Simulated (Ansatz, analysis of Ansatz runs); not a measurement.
# Mg2TiO4 (Imma), nudged elastic band: V_Mg hop (3.5 Å) (q = −2), part 3 of 3

Aim: the barrier of one jump in Mg2TiO4 (Imma) at charge −2: V_Mg hop (3.5 Å). The model is a cell of 56 host atoms with 1 Mg taken out; Mg is the atom that moves.

Ansatz 0.2.0; plane-wave PAW DFT, PBEsol; nudged elastic band between two relaxed defect structures at fixed charge in a uniform background.

So far, barrier forward (eV): step 4 (nudged elastic band, charge −2) 1.46.

## Step 5: Single point at the start point, PBEsol, denser k-mesh

Three single points on a mesh of more k-points (start, top, end) test the sampling. The start is shown; top and end are run alike.

This step: plane-wave PAW DFT, PBEsol; single point of a defect supercell on a structure of the PBEsol path.

File qm2.start.mesh/input.yaml:

```yaml
crystal:
  lattice:
    - [5.93160526, 5.95895149, 0.0]
    - [-5.93160526, 5.95895149, 0.0]
    - [0.0, 0.0, 8.47824647]
  atoms:
    - { symbol: Mg, position: [0.36908866, 0.37482079, 0.13466152] }
    - { symbol: Mg, position: [0.37513414, 0.87438209, 0.63354454] }
[... 1 atom line left out ...]
    - { symbol: Mg, position: [0.87485047, 0.88045283, 0.13462213] }
[... 3 atom lines left out ...]
    - { symbol: Mg, position: [-0.005493, 0.25527257, 0.25281023] }
[... 4 atom lines left out ...]
    - { symbol: Mg, position: [0.13058452, 0.62506512, 0.36585559] }
[... 5 atom lines left out ...]
    - { symbol: Ti, position: [0.75354816, 0.73958672, 0.49212466] }
[... 1 atom line left out ...]
    - { symbol: Ti, position: [-0.01044636, 0.5036062, 0.00835424] }
[... 3 atom lines left out ...]
    - { symbol: O, position: [0.01209791, 0.74038403, 0.99882705] }
[... 5 atom lines left out ...]
    - { symbol: O, position: [0.73631016, 0.5135043, 0.51047458] }
[... 7 atom lines left out ...]
    - { symbol: O, position: [0.7424499, 0.7618566, 0.27908296] }
[... 2 atom lines left out ...]
    - { symbol: O, position: [0.75727624, 0.23798952, 0.22142472] }
[... 3 atom lines left out ...]
    - { symbol: O, position: [0.76330425, 0.48632873, -0.00990988] }
[... 3 atom lines left out ...]
    - { symbol: O, position: [1.01185596, 0.49255259, 0.22144329] }
[... 4 atom lines left out ...]
    - { symbol: O, position: [0.99031962, 0.76221718, 0.50170684] }
total_charge: -2
basis:
  ecutwfc: 420
  xc_grid: 2
hamiltonian:
  xc: pbesol
kpoints:
  mp_grid: { grid: [2, 2, 2], shift: [0.5, 0.5, 0.5] }
scf:
  occupations: { method: fixed }
  max_iter: 150
output:
  forces: true
  eigenvalues: true
checkpoint:
  write: "../qm2.start.mesh.run"
  compress: false
  write_wavefunctions: false
  write_every: 100000
```

Launch:

```bash
$ ansatz run input.yaml --threads 4 --pin off --max-ram 14131MiB --backend cpu --events-out ev --progress --plain --runs-dir out
```

Numbers of over 12 decimals in the logs are rounded to 6 here.

The log of the run:

```text
[...]
Crystal: 55 atoms, lattice volume = 599.347 Å³
Basis set: ecut = 420 eV, 11701 PW (Γ), exchange–correlation on 120×120×120 points (8 copies of the dense FFT grid, shifted against one another)
Bands: 275, of which v1, the nominal top of the filled ones, is band 220 counted from 1 (219 counted from 0)
Symmetry: 1 space group operations
[...]
k-points: 4 of 8 (time reversal used)
[...]
SCF iter   1: F=—  HF=-66479.365801 eV  |F-HF|=—  |Δ(HF+E_count)|=         —  Δρ=2.08e-2  dr2=1.80e0  ethr=1.77e-3  ⟨swp⟩=4.0  Hψ=3812  notcnv=0  defer=196
[...]
SCF iter   3: F=—  HF=-66478.706750 eV  |F-HF|=—  |Δ(HF+E_count)|=   5.90e-2  Δρ=3.35e-3  dr2=8.05e-2  ethr=5.66e-5  ⟨swp⟩=3.0  Hψ=1708  notcnv=0  defer=132
[...]
--- Forces (eV/Å), atoms counted from 1 ---
  atom   1  Mg     0.00061280     0.01196329     0.00209770
  atom   2  Mg    -0.00198881     0.01161754     0.00071755
  [... 1 atom left out ...]
  atom   4  Mg     0.00008118     0.00766160     0.00156245
  [... 3 atoms left out ...]
  atom   8  Mg    -0.00322008     0.00218779     0.00097680
  [... 4 atoms left out ...]
  atom  13  Mg     0.00054452    -0.01136998    -0.00136994
  [... 5 atoms left out ...]
  atom  19  Ti     0.00125014    -0.00720616    -0.01419803
  [... 1 atom left out ...]
  atom  21  Ti    -0.00165819     0.00003715     0.02798201
  [... 3 atoms left out ...]
  atom  25  O     -0.00267724     0.00498647    -0.00379669
  [... 5 atoms left out ...]
  atom  31  O     -0.00819198    -0.00186904     0.01088075
  [... 7 atoms left out ...]
  atom  39  O     -0.00427856    -0.00025982     0.00284540
  [... 10 atoms left out ...]
  atom  50  O      0.00177641    -0.00086276    -0.00425025
  [... 4 atoms left out ...]
  atom  55  O      0.00411459     0.00389721     0.00101843
  max |Σ_I F_I| component: 1.20e-5 eV/Å
--- Band table (eV) ---
[...]
[... further k-points left out ...]
[key lines of the parts left out:]
SCF converged after 12 iterations
Free energy (F): -66478.690813 eV
Fermi energy:    6.826475 eV
```

The job ended after 36 s (4 threads of Arm Neoverse V1, shared host; peak memory 3 GiB; 2.3 min of CPU time).

Numbers from this step:

```yaml
free_energy: -66478.6908 eV
```

## Step 6: Barrier from single points, PBEsol, denser k-mesh

Analysis of the runs above: barrier from PBEsol single points on the PBEsol path.

It gives:

```yaml
barrier_forward: 1.455 eV
barrier_backward: 1.568 eV
end_less_start: -0.1136 eV
```

This gives 1.455 eV against the band's 1.459 eV (backward 1.568 against 1.572 eV). This mesh holds only the band's own point and its sign variants, so it tests the average over those and no finer sampling.

## Step 7: Single point at the start point, LDA

Three single points with LDA show how much the barrier depends on that choice; lattice and path are kept. The start is shown; top and end are run alike.

This step: plane-wave PAW DFT, LDA; single point of a defect supercell on a structure of the PBEsol path.

qm2.start.lda/input.yaml, as its differences from qm2.start.mesh/input.yaml of step 5:

```diff
@@ -37,5 +37,5 @@
 hamiltonian:
-  xc: pbesol
+  xc: lda
 kpoints:
-  mp_grid: { grid: [2, 2, 2], shift: [0.5, 0.5, 0.5] }
+  mp_grid: { grid: [1, 1, 1], shift: [0.25, 0.25, 0.25] }
 scf:
@@ -47,3 +47,3 @@
 checkpoint:
-  write: "../qm2.start.mesh.run"
+  write: "../qm2.start.lda.run"
   compress: false
```

The log of the run:

```text
[...]
Crystal: 55 atoms, lattice volume = 599.347 Å³
Basis set: ecut = 420 eV, 11701 PW (Γ), exchange–correlation on 120×120×120 points (8 copies of the dense FFT grid, shifted against one another)
Bands: 275, of which v1, the nominal top of the filled ones, is band 220 counted from 1 (219 counted from 0)
Symmetry: 1 space group operations
[...]
k-points: 1
[...]
SCF iter   1: F=—  HF=-65959.532495 eV  |F-HF|=—  |Δ(HF+E_count)|=         —  Δρ=2.43e-2  dr2=2.47e0  ethr=1.77e-3  ⟨swp⟩=4.0  Hψ=833  notcnv=0  defer=51
[...]
SCF iter  12: F=-65958.548623 eV  HF=-65958.548623 eV  |F-HF|=2.54e-8  |Δ(HF+E_count)|=   2.41e-8  Δρ=2.66e-6  dr2=3.81e-8  ethr=2.27e-11  ⟨swp⟩=10.0  Hψ=1073  notcnv=0
SCF 1 converged in 12 iterations: F = -65958.548623 eV  dr2 = 3.81e-8
[...]
SCF converged after 12 iterations
Free energy (F): -65958.548623 eV
[...]
Internal energy: -65958.548623 eV  (E = F + TS)
E sigma→0 (E₀):  -65958.548623 eV
Fermi energy:    6.562137 eV
[...]
--- Forces (eV/Å), atoms counted from 1 ---
  atom   1  Mg    -0.00300343     0.01580352     0.02720217
  atom   2  Mg    -0.00914376    -0.00020785     0.02360344
  [... 1 atom left out ...]
  atom   4  Mg    -0.00190303    -0.02017405     0.02919882
  [... 3 atoms left out ...]
  atom   8  Mg    -0.00981503     0.00069085    -0.00725151
  [... 4 atoms left out ...]
  atom  13  Mg     0.00416178    -0.01528983    -0.02654684
  [... 5 atoms left out ...]
  atom  19  Ti     0.00802508    -0.02842202    -0.05395080
  [... 1 atom left out ...]
  atom  21  Ti    -0.00916829    -0.02497839     0.04709280
  [... 3 atoms left out ...]
  atom  25  O      0.14837420    -0.00551189    -0.01751888
  [... 5 atoms left out ...]
  atom  31  O     -0.20182306     0.00119044     0.07708026
  [... 7 atoms left out ...]
  atom  39  O     -0.08001334     0.04012205     0.16071008
  [... 10 atoms left out ...]
  atom  50  O      0.07959339     0.03483800    -0.16186798
  [... 4 atoms left out ...]
  atom  55  O     -0.15022036    -0.00574972     0.01782833
  max |Σ_I F_I| component: 8.53e-7 eV/Å
--- Band table (eV) ---
[...]
```

The job ended after 10 s (4 threads; peak memory 1.1 GiB).

This step gave:

* free energy: -65958.5486 eV

## Step 8: Barrier from single points, LDA

Analysis of the runs above: barrier from LDA single points on the PBEsol path.

It gives:

| Quantity | Value |
| --- | --- |
| barrier forward | 1.408 eV |
| barrier backward | 1.535 eV |
| end less start | -0.1270 eV |

This gives 1.408 eV against the band's 1.459 eV.

## Step 9: Single point at the start point, r2SCAN

Three single points with a meta-GGA, at its higher cutoff of 500 eV, show what it does to the barrier on the path found. The start is shown; top and end are run alike.

This step: plane-wave PAW DFT, r2SCAN; single point of a defect supercell on a structure of the PBEsol path.

qm2.start.r2scan/input.yaml, as its differences from qm2.start.lda/input.yaml of step 7:

```diff
@@ -34,6 +34,6 @@
 basis:
-  ecutwfc: 420
+  ecutwfc: 500
   xc_grid: 2
 hamiltonian:
-  xc: lda
+  xc: r2scan
 kpoints:
@@ -47,3 +47,3 @@
 checkpoint:
-  write: "../qm2.start.lda.run"
+  write: "../qm2.start.r2scan.run"
   compress: false
```

The log of the run:

```text
[...]
Crystal: 55 atoms, lattice volume = 599.347 Å³
Basis set: ecut = 500 eV, 15295 PW (Γ), exchange–correlation on 128×128×128 points (8 copies of the dense FFT grid, shifted against one another)
Bands: 275, of which v1, the nominal top of the filled ones, is band 220 counted from 1 (219 counted from 0)
Symmetry: 1 space group operations
[...]
k-points: 1
[...]
SCF iter   1: F=—  HF=-67194.989572 eV  |F-HF|=—  |Δ(HF+E_count)|=         —  Δρ=2.40e-2  dr2=4.98e0  dr2_τ=2.89e0  ethr=1.77e-3  ⟨swp⟩=4.0  Hψ=833  notcnv=0  defer=51
[...]
SCF iter  11: F=-67195.617131 eV  HF=-67195.617131 eV  |F-HF|=1.09e-8  |Δ(HF+E_count)|=   4.08e-8  Δρ=2.56e-6  dr2=4.12e-8  dr2_τ=4.84e-9  ethr=2.27e-11  ⟨swp⟩=10.0  Hψ=1135  notcnv=0
SCF 1 converged in 11 iterations: F = -67195.617131 eV  dr2 = 4.12e-8
[...]
SCF converged after 11 iterations
Free energy (F): -67195.617131 eV
[...]
Internal energy: -67195.617131 eV  (E = F + TS)
E sigma→0 (E₀):  -67195.617131 eV
Fermi energy:    6.556750 eV
[...]
--- Forces (eV/Å), atoms counted from 1 ---
  atom   1  Mg     0.00945609     0.02688366     0.02061752
  atom   2  Mg     0.00010524     0.00287147     0.00762706
  [... 1 atom left out ...]
  atom   4  Mg     0.01023271    -0.02538044     0.02216864
  [... 3 atoms left out ...]
  atom   8  Mg    -0.01974816     0.00082808     0.00417627
  [... 4 atoms left out ...]
  atom  13  Mg    -0.00809998    -0.02622962    -0.02006023
  [... 5 atoms left out ...]
  atom  19  Ti    -0.00215468     0.02103677    -0.04685175
  [... 1 atom left out ...]
  atom  21  Ti     0.00062952     0.02553903     0.04618272
  [... 3 atoms left out ...]
  atom  25  O     -0.10834244     0.00789150    -0.02308564
  [... 5 atoms left out ...]
  atom  31  O      0.12442623     0.00020970     0.05198953
  [... 7 atoms left out ...]
  atom  39  O     -0.03031810     0.01522607    -0.10416791
  [... 10 atoms left out ...]
  atom  50  O      0.02890501     0.01128255     0.10254124
  [... 4 atoms left out ...]
  atom  55  O      0.10738514     0.00657716     0.02357265
  max |Σ_I F_I| component: 3.73e-3 eV/Å
--- Band table (eV) ---
[...]
```

Wall time 17 s (4 threads); peak memory 1.5 GiB.

Read from the output:

```
free energy : -67195.6171 eV
```

## Step 10: Barrier from single points, r2SCAN

Analysis of the runs above: barrier from r2SCAN single points on the PBEsol path.

It gives:

```yaml
barrier_forward: 1.583 eV
barrier_backward: 1.652 eV
end_less_start: -0.06979 eV
```

This gives 1.583 eV against the band's 1.459 eV.

## Step 11: Outcome

```json
{
  "barrier forward": "1.46 eV",
  "barrier backward": "1.57 eV",
  "end less start": "-0.11 eV",
  "hop length": "3.53 Å",
  "band iterations, as the log counts them": "22",
  "barrier from single points, PBEsol, denser k-mesh": "1.45 eV",
  "barrier from single points, LDA": "1.41 eV",
  "barrier from single points, r2SCAN": "1.58 eV"
}
```

**Reading.** The top of the band lies 1.46 eV above the start and 1.57 eV above the end. With an assumed prefactor of 1e13 per second it gives one hop a second along this one path at about 570 K; whether such hops link up through the crystal wasn't checked. At the top Mg13 stands 1.83 Å from its nearest O, 0.11 Å closer than at the start. Across functionals on this path (PBEsol 1.459, LDA 1.408 and r2SCAN 1.583 eV) the forward values spread by 0.175 eV. The order of the top as a saddle was not checked for all atoms, so a bent path could be lower. No image-charge correction is applied; it largely cancels along a path if the charge stays localised alike. Keep in mind: one k-point off the zone centre stands for the whole zone; periodic copies of the defect are only 8.4 Å apart.

[Logs are printed without paths, hosts, clocks, repeated set-up lines and the standing remarks that a program may print on its own settings, such as how far it seeks lower states.]

[Hosts, paths, dates, database ids (printed as entryN), source tags and the programs' standing remarks are cut or masked in the printed files.]
